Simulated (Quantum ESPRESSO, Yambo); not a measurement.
## SnO2 (Cassiterite): G0W0 in Yambo against the bands

Wanted: the cheapest bands that holds the gap of SnO2 (Cassiterite).

Method: PBE and many-body steps on it, plane waves, in Yambo 5.3.0.

### 1. The structure

Symmetry: P4_2/mnm, No. 136, tetragonal system. Conventional cell: a = 4.738 Å, b = 4.738 Å, c = 3.187 Å, α = 90.00°, β = 90.00°, γ = 90.00°. Sn has 6 O at 2.05 to 2.06 Å nearest. O has 3 Sn at 2.05 to 2.06 Å nearest. Farther neighbours and most contacts between anions are not listed.

Structure file:

```xyz
6
Lattice="4.7380 0.0000 0.0000 0.0000 4.7380 0.0000 0.0000 0.0000 3.1865" Properties=species:S:1:pos:R:3 pbc="T T T"
Sn    0.0000    0.0000    0.0000
Sn    2.3690    2.3690    1.5933
O     1.4550    1.4550    0.0000
O     0.9140    3.8240    1.5933
O     3.2830    3.2830    0.0000
O     3.8240    0.9140    1.5933
```

The cell and positions come from the Crystallography Open Database and are kept as given unless a step says otherwise.

### 2. 51 bands

This step: Yambo 5.3.0; G0W0 on PBE, plane waves, norm-conserving pseudopotentials.

Now the one-shot GW correction: screening in the RPA, then the self-energy of the levels asked for.

gw1.in

```
HF_and_locXC
gw0
dyson
ppa
em1d
rim_cut
RandQpts= 1000000
RandGvec= 1 RL
EXXRLvcs= 84 Ry
VXCRLvcs= 336 Ry
Chimod= "HARTREE"
% BndsRnXp
 1 | 51 |
%
NGsBlkXp= 11 Ry
% LongDrXp
 1 | 1 | 1 |
%
% GbndRnge
 1 | 51 |
%
DysSolver= "n"
ExtendOut
PPAPntXp= 27.21138 eV
% QPkrange
 1 | 1 | 33 | 36 |
%
```

Run with:

```bash
OMP_NUM_THREADS=2 mpirun -n 4 yambo -F gw1.in -J gw1 -C gw1 > gw1.log
```

What it wrote:

```text
 Yambo, version 5.3.0

 [02] CORE Variables Setup
 =========================

  [... cell, symmetries and grids as in the set-up ...]

  [02.05] Energies & Occupations
  ==============================

  [X] === General ===
  [X] Electronic Temperature                        :  0.000000  0.000000 [eV K]
  [X] Bosonic    Temperature                        :  0.000000  0.000000 [eV K]
  [X] Finite Temperature mode                       : no
  [X] El. density                                   :  0.95062E+24 [cm-3]
  [X] Fermi Level                                   :  11.24814 [eV]

  [X] === Gaps and Widths ===
  [X] Conduction Band Min                           :  1.288898 [eV]
  [X] Valence Band Max                              :  0.000000 [eV]
  [X] Filled Bands                                  :   34
  [X] Empty Bands                                   :    35   332
  [X] Direct Gap                                    :  1.288898 [eV]
  [X] Direct Gap localized at k                     :  1
  [X] Indirect Gap                                  :  1.288898 [eV]
  [X] Indirect Gap between kpts                     :  1  1
  [X] Last valence band width                       :  1.252534 [eV]
  [X] 1st conduction band width                     :  5.193994 [eV]

 [03] Transferred momenta grid and indexing
 ==========================================

 IBZ Q-points                                      :  21
 BZ  Q-points                                      :   64

 K/Q-points units:
 rlu = crystal or reduced units; cc = cartesian coordinates; iku = interal k-units

 Q [ 1]         [rlu]:  0.000000  0.000000  0.000000
 Q [ 2]         [rlu]:  0.000000  0.000000  0.250000
 Q [ 3]         [rlu]:  0.000000  0.000000 -0.500000
 Q [ 4]         [rlu]:  0.000000  0.250000  0.000000
 Q [ 5]         [rlu]:  0.000000  0.250000  0.250000
 Q [ 6]         [rlu]:  0.000000  0.250000 -0.500000
 Q [ 7]         [rlu]:  0.000000 -0.500000  0.000000
 Q [ 8]         [rlu]:  0.000000 -0.500000  0.250000
 Q [ 9]         [rlu]:  0.000000 -0.500000 -0.500000
 Q [10]         [rlu]:  0.250000  0.250000  0.000000
     [... 9 further rows ...]
 Q [20]         [rlu]: -0.250000  0.250000 -0.250000
 Q [21]         [rlu]: -0.250000  0.250000  0.500000

 [04] Coloumb potential Random Integration (RIM)
 ===============================================

  [04.01] RIM initialization
  ==========================

  * Diagonal components only detected *

  8 x (sBL volume)        :  0.064232 [a.u.]
  sBZ random points       :  1000000
  Points outside the sBZ  :   7992674
  RL volume               :  0.513853 [a.u.]
  Integrated volume       :  0.514324 [a.u.]

  [04.02] RIM integrals
  =====================

  Gamma point sphere radius             :  0.072644 [a.u.]
  Points outside the sphere             :   799713
  [Int_sBZ(q=0) 1/q^2]*(Vol_sBZ)^(-1/3) =:  7.541870
                                 should be <:  7.795600

  Summary of Coulomb integrals for non-metallic bands |Q|[au] RIM/Bare

  Q [1] 0.100000E-4 0.967452 * Q [4] 0.175439 0.953374
  Q [19] 0.248108 0.995592 * Q [10] 0.248108 0.994735
  Q [2] 0.260860 1.178302 * Q [5] 0.314367 1.089818
  Q [7] 0.350878 0.993213 * Q [11] 0.360008 1.051976
  Q [20] 0.360008 1.053430 * Q [13] 0.392293 0.996431
  Q [8] 0.437222 1.022065 * Q [14] 0.471107 1.016278
  Q [16] 0.496216 0.999063 * Q [3] 0.521720 1.045184
  Q [6] 0.550427 1.036830 * Q [17] 0.560605 1.008497
  Q [12] 0.577710 1.030447 * Q [21] 0.577710 1.030360
  Q [9] 0.628734 1.021636 * Q [15] 0.652752 1.018623
  Q [18] 0.720015 1.012895

 [WARNING] [Xp] User bands 1-51 break level degeneracy

 [05] Dipoles
 ============

  [05.01] Setup: observables and procedures
  =========================================

  [WARNING] [x,Vnl] slows the Dipoles computation. To neglect it rename the ns.kb_pp file

 [06] Dynamic Dielectric Matrix (PPA)
 ====================================

 [WR./gw1//ndb.pp]---------------------------------------------------------------
  Brillouin Zone Q/K grids (IBZ/BZ)                :   21   64   21   64
  RL vectors                                       :   7807 [WF]
  Coulomb cutoff potential                         : none
  Electronic Temperature                           :  0.000000 [K]
  Bosonic    Temperature                           :  0.000000 [K]
  PPA    diel. fun.  energies                      : Perdew, Burke & Ernzerhof(X)+Perdew, Burke & Ernzerhof(C)
  wavefunctions                                    : Perdew, Burke & Ernzerhof(X)+Perdew, Burke & Ernzerhof(C)
  Global Gauge                                     : length
  X matrix size                                    :   323
  X band range                                     :    1   51
  X e/h energy range                               : -1.000000 -1.000000 [eV]
  X Time ordering                                  : R
  X Hxc Kernel                                     : HARTREE
  X Drude frequency                                :  0.000000  0.000000
  X poles                                          :  100.0000 [o/o]
  RL vectors in the sum                            :   7807
  [r,Vnl] included                                 : yes
  Field direction                                  :  0.577350E-5  0.577350E-5  0.577350E-5
  BZ energy Double Grid                            : no
  BZ energy DbGd points                            : 0
  BZ Q point size factor                           : -1.000000
  X Optical Averaged directions                    : none

 [07] Local Exchange-Correlation + Non-Local Fock
 ================================================

 [VXC] Plane waves :   50163
 [EXS] Plane waves :   6281

 QP @ state[ 1 ] K range:  1  1
 QP @ state[ 1 ] b range:   33   36

 [xc] Functional : Perdew, Burke & Ernzerhof(X)+Perdew, Burke & Ernzerhof(C)
 [xc] LIBXC used to calculate xc functional
  PP Number of Atomic Species                      :  2
  NLCC RL compoments                               :   50163
  PP Number of Atomic Species                      :  2
  NLCC RL compoments                               :   50163

 [xc] E_xc :  -50.05441 [Ha]
      E_xc :  -100.1088 [Ry]

  Local XC kind (lXC) : Perdew, Burke & Ernzerhof(X)+Perdew, Burke & Ernzerhof(C)
  Non-Local XC kind (nlXC) : Hartree-Fock

  Corrections @ K [1] :  [eV]
 <33|nlXC|33> = -25.49674  0.49314E-17 <33|lXC|33> = -19.98044 -0.28323E-15
 <34|nlXC|34> = -26.18293 -0.23668E-16 <34|lXC|34> = -20.31379  0.12213E-22
 <35|nlXC|35> = -12.63273  0.10148E-17 <35|lXC|35> = -16.49765  0.10730E-18
 <36|nlXC|36> = -10.66763 -0.57744E-18 <36|lXC|36> = -16.29486  0.13994E-19

 [08] Dyson equation: Newton solver
 ==================================

  [08.01] G0W0 (W PPA)
  ====================

  [  GW  ] Bands range     :    1   51
  [GW/PPA] G damping       :  0.100000 [eV]

  QP @ state[ 1 ] K range:  1  1
  QP @ state[ 1 ] b range:   33   36

   Sc/G bands                                       :    1   51
   Sc/G damping                                     :  0.100000 ev
   Sc bands terminator                              : no
   Sx RL components                                 :   6281

   QP @ state[ 1 ] K range                          :  1  1
   QP @ state[ 1 ] b range                          :   33   36
   GF energies kind                                 : Perdew, Burke & Ernzerhof(X)+Perdew, Burke & Ernzerhof(C)
   GF WF`s kind                                     : Perdew, Burke & Ernzerhof(X)+Perdew, Burke & Ernzerhof(C)
   Xs energies kind                                 : Perdew, Burke & Ernzerhof(X)+Perdew, Burke & Ernzerhof(C)
   Xs WF`s kind                                     : Perdew, Burke & Ernzerhof(X)+Perdew, Burke & Ernzerhof(C)

 [11] Game Over & Game summary
```

It took 56 s on 4 MPI ranks of Arm Neoverse V2, shared host; peak memory 3.9 GiB; 6.4 min of CPU time.

Numbers from this step:

```
G0W0 gap on the points computed              : 3.180 eV
starting gap on the mesh                     : 1.289 eV
k of the valence top                         : 0, 0, 0
k of the conduction bottom                   : 0, 0, 0
least direct G0W0 gap on the computed points : 3.180 eV
Z at the valence top                         : 0.7690
Z at the conduction bottom                   : 0.8378
```

The gap on the mesh goes from 1.29 eV to 3.18 eV, a correction of +1.89 eV.

### 3. 71 bands

gw2.in

```
HF_and_locXC
gw0
dyson
ppa
em1d
rim_cut
RandQpts= 1000000
RandGvec= 1 RL
EXXRLvcs= 84 Ry
VXCRLvcs= 336 Ry
Chimod= "HARTREE"
% BndsRnXp
 1 | 71 |
%
NGsBlkXp= 11 Ry
% LongDrXp
 1 | 1 | 1 |
%
% GbndRnge
 1 | 71 |
%
DysSolver= "n"
ExtendOut
PPAPntXp= 27.21138 eV
% QPkrange
 1 | 1 | 33 | 36 |
%
```

Run with:

```bash
OMP_NUM_THREADS=2 mpirun -n 4 yambo -F gw2.in -J gw2 -C gw2 > gw2.log
```

What it wrote:

```text
 Yambo, version 5.3.0

 [02] CORE Variables Setup
 =========================

  [... cell, symmetries and grids as in the set-up ...]

  [02.05] Energies & Occupations
  ==============================

  [X] === General ===
  [X] Electronic Temperature                        :  0.000000  0.000000 [eV K]
  [X] Bosonic    Temperature                        :  0.000000  0.000000 [eV K]
  [X] Finite Temperature mode                       : no
  [X] El. density                                   :  0.95062E+24 [cm-3]
  [X] Fermi Level                                   :  11.24814 [eV]

  [X] === Gaps and Widths ===
  [X] Conduction Band Min                           :  1.288898 [eV]
  [X] Valence Band Max                              :  0.000000 [eV]
  [X] Filled Bands                                  :   34
  [X] Empty Bands                                   :    35   332
  [X] Direct Gap                                    :  1.288898 [eV]
  [X] Direct Gap localized at k                     :  1
  [X] Indirect Gap                                  :  1.288898 [eV]
  [X] Indirect Gap between kpts                     :  1  1
  [X] Last valence band width                       :  1.252534 [eV]
  [X] 1st conduction band width                     :  5.193994 [eV]

 [03] Transferred momenta grid and indexing
 ==========================================

 IBZ Q-points                                      :  21
 BZ  Q-points                                      :   64

 K/Q-points units:
 rlu = crystal or reduced units; cc = cartesian coordinates; iku = interal k-units

 Q [ 1]         [rlu]:  0.000000  0.000000  0.000000
 Q [ 2]         [rlu]:  0.000000  0.000000  0.250000
 Q [ 3]         [rlu]:  0.000000  0.000000 -0.500000
[...]
================================================

 [VXC] Plane waves :   50163
 [EXS] Plane waves :   6281

 QP @ state[ 1 ] K range:  1  1
 QP @ state[ 1 ] b range:   33   36

 [xc] Functional : Perdew, Burke & Ernzerhof(X)+Perdew, Burke & Ernzerhof(C)
 [xc] LIBXC used to calculate xc functional
  PP Number of Atomic Species                      :  2
  NLCC RL compoments                               :   50163
  PP Number of Atomic Species                      :  2
  NLCC RL compoments                               :   50163

 [xc] E_xc :  -50.05441 [Ha]
      E_xc :  -100.1088 [Ry]

  Local XC kind (lXC) : Perdew, Burke & Ernzerhof(X)+Perdew, Burke & Ernzerhof(C)
  Non-Local XC kind (nlXC) : Hartree-Fock

  Corrections @ K [1] :  [eV]
 <33|nlXC|33> = -25.49674  0.49314E-17 <33|lXC|33> = -19.98044 -0.28323E-15
 <34|nlXC|34> = -26.18293 -0.23668E-16 <34|lXC|34> = -20.31379  0.12213E-22
 <35|nlXC|35> = -12.63273  0.10148E-17 <35|lXC|35> = -16.49765  0.10730E-18
 <36|nlXC|36> = -10.66763 -0.57744E-18 <36|lXC|36> = -16.29486  0.13994E-19

 [08] Dyson equation: Newton solver
 ==================================

  [08.01] G0W0 (W PPA)
  ====================

  [  GW  ] Bands range     :    1   71
  [GW/PPA] G damping       :  0.100000 [eV]

  QP @ state[ 1 ] K range:  1  1
  QP @ state[ 1 ] b range:   33   36

   Sc/G bands                                       :    1   71
   Sc/G damping                                     :  0.100000 ev
   Sc bands terminator                              : no
   Sx RL components                                 :   6281

   QP @ state[ 1 ] K range                          :  1  1
   QP @ state[ 1 ] b range                          :   33   36
   GF energies kind                                 : Perdew, Burke & Ernzerhof(X)+Perdew, Burke & Ernzerhof(C)
   GF WF`s kind                                     : Perdew, Burke & Ernzerhof(X)+Perdew, Burke & Ernzerhof(C)
   Xs energies kind                                 : Perdew, Burke & Ernzerhof(X)+Perdew, Burke & Ernzerhof(C)
   Xs WF`s kind                                     : Perdew, Burke & Ernzerhof(X)+Perdew, Burke & Ernzerhof(C)

 [11] Game Over & Game summary
```

It took 1.8 min on 4 MPI ranks; peak memory 3.9 GiB; 12 min of CPU time.

Numbers from this step:

```
G0W0 gap on the points computed              : 2.907 eV
starting gap on the mesh                     : 1.289 eV
k of the valence top                         : 0, 0, 0
k of the conduction bottom                   : 0, 0, 0
least direct G0W0 gap on the computed points : 2.907 eV
Z at the valence top                         : 0.7810
Z at the conduction bottom                   : 0.8385
```

Against the run before, the gap moves by −0.273 eV.

### 4. 109 bands

gw3.in

```
HF_and_locXC
gw0
dyson
ppa
em1d
rim_cut
RandQpts= 1000000
RandGvec= 1 RL
EXXRLvcs= 84 Ry
VXCRLvcs= 336 Ry
Chimod= "HARTREE"
% BndsRnXp
 1 | 109 |
%
NGsBlkXp= 11 Ry
% LongDrXp
 1 | 1 | 1 |
%
% GbndRnge
 1 | 109 |
%
DysSolver= "n"
ExtendOut
PPAPntXp= 27.21138 eV
% QPkrange
 1 | 1 | 33 | 36 |
%
```

Run with:

```bash
OMP_NUM_THREADS=2 mpirun -n 4 yambo -F gw3.in -J gw3 -C gw3 > gw3.log
```

What it wrote:

```text
 Yambo, version 5.3.0

 [02] CORE Variables Setup
 =========================

  [... cell, symmetries and grids as in the set-up ...]

  [02.05] Energies & Occupations
  ==============================

  [X] === General ===
  [X] Electronic Temperature                        :  0.000000  0.000000 [eV K]
  [X] Bosonic    Temperature                        :  0.000000  0.000000 [eV K]
  [X] Finite Temperature mode                       : no
  [X] El. density                                   :  0.95062E+24 [cm-3]
[...]
Sx RL components                                 :   6281

   QP @ state[ 1 ] K range                          :  1  1
   QP @ state[ 1 ] b range                          :   33   36
   GF energies kind                                 : Perdew, Burke & Ernzerhof(X)+Perdew, Burke & Ernzerhof(C)
   GF WF`s kind                                     : Perdew, Burke & Ernzerhof(X)+Perdew, Burke & Ernzerhof(C)
   Xs energies kind                                 : Perdew, Burke & Ernzerhof(X)+Perdew, Burke & Ernzerhof(C)
   Xs WF`s kind                                     : Perdew, Burke & Ernzerhof(X)+Perdew, Burke & Ernzerhof(C)

 [11] Game Over & Game summary
```

Run time: 3.2 min. Hardware: 4 MPI ranks; peak memory 4 GiB.

This step gave:

```
G0W0 gap on the points computed              : 2.763 eV
starting gap on the mesh                     : 1.289 eV
k of the valence top                         : 0, 0, 0
k of the conduction bottom                   : 0, 0, 0
least direct G0W0 gap on the computed points : 2.763 eV
```

Against the run before, the gap moves by −0.144 eV.

(Continued in part 2 of 2.)

[Paths, hosts, dates, memory and timing lines, banners, echoed tables and standing remarks are left out of the program output.]

[Logs are printed without paths, hosts, clocks, repeated set-up lines and the standing remarks that a program may print on its own settings, such as how far it seeks lower states.]

[Runs of the session that timed out or met a known fault of the program may be left out.]

[Hosts, paths, dates, database ids (printed as entryN), source tags and the programs' standing remarks are cut or masked in the printed files.]
